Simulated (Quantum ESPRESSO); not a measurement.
# Calculated records

```xyz
1
Lattice="0.000 1.762 1.762 1.762 0.000 1.762 1.762 1.762 0.000" Properties=species:S:1:pos:R:3 pbc="T T T" subject="Nickel: parallel and opposed starts" method="PBE; plane waves with GBRV 1.5 PBE potentials, no spin-orbit coupling (and 1 further level or step)" program="Quantum ESPRESSO 7.5" settings_of_one_run="GBRV 1.5 PBE, potential files Ni: ni_pbe_v1.4.uspp.F.UPF, cutoff 544.23 eV, 14×14×14 k-mesh, 15 bands, fermi-dirac occupations, smearing width 0.1 eV, collinear spin, SCF threshold 2.00e-9, mesh matched on, starting moments 1 μB" cost="4 runs, 2.1 min in all on 2 MPI ranks of Arm Neoverse V2, shared host (the runs of this entry)" notes="The run is spin-polarised, with a total moment of 0.64 μB a cell (absolute 0.74)." lowest_state_found="ferromagnetic (from ferro +)" largest_site_moment="0.682 μB" state_without_moments="38.7 meV a seeded atom higher"
Ni    0.000    0.000    0.000
```

[Logs and program files are shortened in this print: banners, set-up blocks, solver, clock and traceback lines can be left out without a mark of their own.]

[Logs are printed without paths, hosts, clocks, repeated set-up lines and the standing remarks that a program may print on its own settings, such as how far it seeks lower states.]

[Hosts, paths, dates, database ids (printed as entryN), source tags and the programs' standing remarks are cut or masked in the printed files.]

[Where a cell is said to come from a database of computed structures, the database is the Materials Project.]
